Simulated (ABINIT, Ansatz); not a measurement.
# Sr2H3I (P-3m1): changed settings of a GW run in ABINIT, part 2 of 2

Aim: change inputs of a GW run on Sr2H3I (P-3m1) and see what moves.

ABINIT 10.8.3; LDA and many-body steps on it, plane waves. Known limits of the many-body steps: not at the basis limit; no spin-orbit coupling; coarse k mesh.

So far. Step 2 (Screening, 3×3×2 mesh, 230 bands, screening to 176.9 eV): Local fields lower ε∞ by 12 %. On a Γ-centred mesh this coarse the value itself is usually too large, while a short band sum pulls it down. Step 3 (Base): The gap on the mesh goes from 1.87 eV to 3.66 eV, a correction of +1.80 eV.

**4. Broadening of the poles**

Level of this step: G0W0 on LDA, plane waves, norm-conserving pseudopotentials (ABINIT).

run.abi

```
acell 3*1.0 Angstrom
rprim 
  4.242728767114 -0.000000000028 0.000000000000
  -2.121364383533 3.674310893702 0.000000000000
  0.000000000000 0.000000000000 7.682747430000
ntypat 3
znucl 38 1 53
natom 6
typat 1 1 2 2 2 3
xred 
  0.666666666667 0.333333333333 0.678655290000
  0.333333333333 0.666666666667 0.321344710000
  0.000000000000 0.000000000000 0.500000000000
  0.666666666667 0.333333333333 0.357251500000
  0.333333333333 0.666666666667 0.642748500000
  0.000000000000 0.000000000000 0.000000000000
pp_dirpath "pseudos"
pseudos "Sr.upf, H.upf, I.upf"
ecut 31
ngkpt 3 3 2
nshiftk 1
shiftk 0 0 0
kptopt 1
chksymbreak 0
istwfk *1
occopt 1
irdwfk 1
optdriver 4
nband 230
gwcalctyp 0
ecutsigx 31
symsigma 1
nkptgw 3
kptgw 
  0.0000000000 0.0000000000 0.5000000000
  0.3333333333 0.3333333333 0.0000000000
  0.0000000000 0.0000000000 0.0000000000
bdgw 
  13 18
  14 17
  13 18
ecuteps 6.5
irdscr 1
ppmodel 1
zcut 0.01 eV
indata_prefix "in"
outdata_prefix "out"
tmpdata_prefix "tmp"
```

On the command line:

```bash
$ OMP_NUM_THREADS=1 mpirun -n 4 abinit run.abi > log
```

Log:

```text
.Version 10.8.3 of ABINIT. v10.8.2 released Aug 2026.

 Symmetries : space group P-3 m 1 (#164); Bravais hP (primitive hexag.)
[... echo of the input left out ...]
== DATASET  1 ==================================================================
-   mpi_nproc: 4, omp_nthreads: 1 (-1 if OMP is not activated)

--- !DatasetInfo
iteration_state: {dtset: 1, }
dimensions: {natom: 6, nkpt: 6, mband: 230, nsppol: 1, nspinor: 1, nspden: 1, mpw: 6684, }
cutoff_energies: {ecut:  31.0, pawecutdg:  -1.0, }
electrons: {nelect:   3.00000000E+01, charge:   0.00000000E+00, occopt:   1.00000000E+00, tsmear:   1.00000000E-02, }

 SIGMA: Calculation of the GW corrections

 Based on a program developped by R.W. Godby, V. Olevano, G. Onida, and L. Reining.
 Incorporated in ABINIT by V. Olevano, G.-M. Rignanese, and M. Torrent.
.Using double precision arithmetic ; gwpc =  8

[... cell and pseudopotentials left out ...]
--------------------------------------------------------------------------------

 ==== K-mesh for the wavefunctions ====
 Number of points in the irreducible wedge :     6
[... list of points left out ...]
 Together with 12 symmetry operations and time-reversal symmetry
 yields    18 points in the full Brillouin Zone.

 ==== Q-mesh for screening function ====
 Number of points in the irreducible wedge :     6
[... list of points left out ...]
 Together with 12 symmetry operations and time-reversal symmetry
 yields    18 points in the full Brillouin Zone.

 vcoul_init : cutoff-mode = AUXILIARY_FUNCTION
 q-points for optical limit:   1
     1)      0.000010    0.000020    0.000030
 setmesh: FFT mesh size selected  =    36x   36x   75
          total number of points  =        97200

 Number of electrons calculated from density =   30.0000; Expected =   30.0000
[...]
number of plane-waves for wavefunctions          6655
 number of bands                                   230
 number of q-points in IBZ                           6
 number of frequencies                               2
 number of real frequencies                          1
 number of imag frequencies                          1

 matrix elements of self-energy operator (all in [eV])

 Perturbative Calculation

--- !SelfEnergy_ee
iteration_state: {dtset: 1, }
kpoint     : [   0.000,    0.000,    0.500, ]
spin       : 1
KS_gap     :    2.319
QP_gap     :    4.005
Delta_QP_KS:    1.685
data: !SigmaeeData |
     Band     E0 <VxcDFT>   SigX SigC(E0)      Z dSigC/dE  Sig(E)    E-E0       E
       13   2.488 -11.332 -14.038   1.548   0.798  -0.253 -12.257  -0.925   1.564
       14   2.488 -11.332 -14.038   1.548   0.798  -0.253 -12.257  -0.925   1.564
       15   4.994 -10.962 -13.383   1.269   0.782  -0.279 -11.863  -0.901   4.093
[...]
--- !SelfEnergy_ee
iteration_state: {dtset: 1, }
kpoint     : [   0.333,    0.333,    0.000, ]
spin       : 1
KS_gap     :    4.518
QP_gap     :    6.401
Delta_QP_KS:    1.883
data: !SigmaeeData |
     Band     E0 <VxcDFT>   SigX SigC(E0)      Z dSigC/dE  Sig(E)    E-E0       E
[...]
--- !SelfEnergy_ee
iteration_state: {dtset: 1, }
kpoint     : [   0.000,    0.000,    0.000, ]
spin       : 1
KS_gap     :    2.689
QP_gap     :    4.395
Delta_QP_KS:    1.706
data: !SigmaeeData |
     Band     E0 <VxcDFT>   SigX SigC(E0)      Z dSigC/dE  Sig(E)    E-E0       E
[...]
17   7.653 -10.364  -5.050  -3.919   0.813  -0.230  -9.230   1.134   8.787
       18   7.653 -10.364  -5.050  -3.919   0.813  -0.230  -9.230   1.134   8.787

== END DATASET(S) ==============================================================
================================================================================

 -outvars: echo values of variables after computation  --------
           etotal      0.0000000000E+00
            nband         230
             nkpt           6
          spgroup         164
 [... the other variables as echoed above ...]

 Calculation completed.
```

Elapsed: 2 min, on 4 MPI ranks of Arm Neoverse V1, shared host; peak memory 1.9 GiB.

Numbers from this step:

```yaml
g0w0_gap_on_the_points_computed: 3.663 eV
starting_gap_on_the_mesh: 1.866 eV
k_of_the_valence_top: 0, 0, 0.5
k_of_the_conduction_bottom: 0.3333, 0.3333, 0
z_at_the_valence_top: 0.782
z_at_the_conduction_bottom: 0.819
least_direct_g0w0_gap_on_the_computed_points: 4.005 eV
```

Against G0W0 in ABINIT (3×3×2 mesh, 230 bands, screening to 176.9 eV, Godby-Needs plasmon pole), the gap moves by +0.000 eV.

**5. Unknown plasmon-pole model**

Edit run.abi of step 4 so:

```diff
@@ -43,4 +43,3 @@
 irdscr 1
-ppmodel 1
-zcut 0.01 eV
+ppmodel 7
 indata_prefix "in"
```

Log:

```text
.Version 10.8.3 of ABINIT. v10.8.2 released Aug 2026.

 Symmetries : space group P-3 m 1 (#164); Bravais hP (primitive hexag.)
================================================================================
 Values of the parameters that define the memory need of the present run
     intxc =       0    ionmov =       0      iscf =       7    lmnmax =       6
     lnmax =       6     mgfft =      75  mpssoang =       3    mqgrid =    3639
     natom =       6  nloc_mem =       1    nspden =       1   nspinor =       1
    nsppol =       1      nsym =      12    n1xccc =    2501    ntypat =       3
    occopt =       1   xclevel =       1
-    mband =         230        mffmem =           1         mkmem =           2
       mpw =        6684          nfft =      151875          nkpt =           6
================================================================================
  Rough estimation (10% accuracy) of disk space for files :
================================================================================

--------------------------------------------------------------------------------
------------- Echo of variables that govern the present computation ------------
--------------------------------------------------------------------------------
 -outvars: echo values of preprocessed input variables --------
            acell      1.8897261259E+00  1.8897261259E+00  1.8897261259E+00 Bohr

             bdgw          13      18      14      17      13      18
      chksymbreak           0
             ecut      3.10000000E+01 Hartree
          ecuteps      6.50000000E+00 Hartree
         ecutsigx      3.10000000E+01 Hartree
          ecutwfn      3.10000000E+01 Hartree
-          fftalg         312
           irdscr           1
           irdwfk           1

[...]
--- l  ekb(1:nproj) -->
[...]
1   -0.275071
 pspatm: atomic psp has been read  and splines computed

- I Generated using ONCVPSP code by D. R. Hamann
- 53.00000   7.00000  180309                  znucl, zion, pspdat
12 -1012 2 -1 1182                            pspcod,pspxc,lmax,lloc,mmax
     nproj     2     2     2
  pspatm : epsatm=   17.18700033
         --- l  ekb(1:nproj) -->
[...]
1    4.111818    0.765559
             2    4.094654    0.714134
 pspatm: atomic psp has been read  and splines computed

   1.28074655E+03                                ecore*ucvol(ha*bohr**3)
--------------------------------------------------------------------------------

 ==== K-mesh for the wavefunctions ====
 Number of points in the irreducible wedge :     6
 Reduced coordinates and weights :

     1)     0.00000000E+00  0.00000000E+00  0.00000000E+00       0.05556
     2)     3.33333333E-01  0.00000000E+00  0.00000000E+00       0.33333
     3)     3.33333333E-01  3.33333333E-01  0.00000000E+00       0.11111
[...]
Together with 12 symmetry operations and time-reversal symmetry
 yields    18 points in the full Brillouin Zone.

 ==== Q-mesh for screening function ====
 Number of points in the irreducible wedge :     6
 Reduced coordinates and weights :

[...]
5)     3.33333333E-01  0.00000000E+00  5.00000000E-01       0.33333
     6)     3.33333333E-01  3.33333333E-01  5.00000000E-01       0.11111

 Together with 12 symmetry operations and time-reversal symmetry
 yields    18 points in the full Brillouin Zone.

 vcoul_init : cutoff-mode = AUXILIARY_FUNCTION
 q-points for optical limit:   1
     1)      0.000010    0.000020    0.000030
 setmesh: FFT mesh size selected  =    36x   36x   75
          total number of points  =        97200

 Number of electrons calculated from density =   30.0000; Expected =   30.0000
 average of density, n =  0.037118
 r_s =    1.8597
 omega_plasma =   18.5844 [eV]

--- !BUG
message: |
    Wrong ppm%model: 7

--- !BUG
message: |
    Wrong ppm%model: 7

--- from the log ---
Wrong ppm%model: 7
```

It took 3.3 s on 4 MPI ranks; peak memory 0.68 GiB.

The run stopped with an error after 3.3 s.

The program's words: Wrong ppm%model: 7

The fault put into this input: unknown plasmon-pole model.

**6. Side by side**

Times are wall times on 4 MPI ranks of Arm Neoverse V1, shared host, good to a factor of about two. A run's time includes the screening step that it read.

| run | mesh | bands | screening cutoff (eV) | DFT gap (eV) | gap on the mesh (eV) | direct (eV) | ε∞ used | time |
| --- | --- | --- | --- | --- | --- | --- | --- | --- |
| base | 3×3×2 | 230 | 176.9 | 1.866 | 3.663 | 4.005 | 5.52 | 3.6 min |
| broadening of the poles | 3×3×2 | 230 | 176.9 | 1.866 | 3.663 | 4.005 | 5.52 | 3.6 min |

**7. What came out**

* base: 3.663 eV
* broadening of the poles: 3.663 eV
* known limits: not at the basis limit; no spin-orbit coupling; coarse k mesh

**Reading.** Broadening of the poles: no change against base (keys changed: zcut). Bands and cutoff are finite, so the gap is not at the basis limit. The miss can reach some tenths of an eV and take either sign; the mesh is an error of its own. In the G0W0 runs levels were corrected at 3 k points alone, so a gap called «on the mesh» is the least over those, and an edge elsewhere would be missed. A denser mesh or path gives a starting gap of 1.75 eV: the GW mesh misses a band edge, so its gaps are not the fundamental one. The 3×3×2 mesh is coarse for this cell, which bears on the long-range parts of exchange and screening. The many-body steps are scalar-relativistic: spin-orbit coupling is not in them.

[Paths, hosts, dates, memory and timing lines, banners, echoed tables and standing remarks are left out of the program output.]

[Logs are printed without paths, hosts, clocks, repeated set-up lines and the standing remarks that a program may print on its own settings, such as how far it seeks lower states.]

[Runs of the session that timed out or met a known fault of the program may be left out.]

[Hosts, paths, dates, database ids (printed as entryN), source tags and the programs' standing remarks are cut or masked in the printed files.]

[G0W0 gaps are taken among the corrected bands and points alone; a level outside them can change the order at an edge.]

[Where Ansatz stands beside ABINIT at settings called matched, ABINIT's density can come from a denser mesh and the files from another edition; pairs whose starting gaps differed by over 0.03 eV were left out, so agreement reads better than it is.]
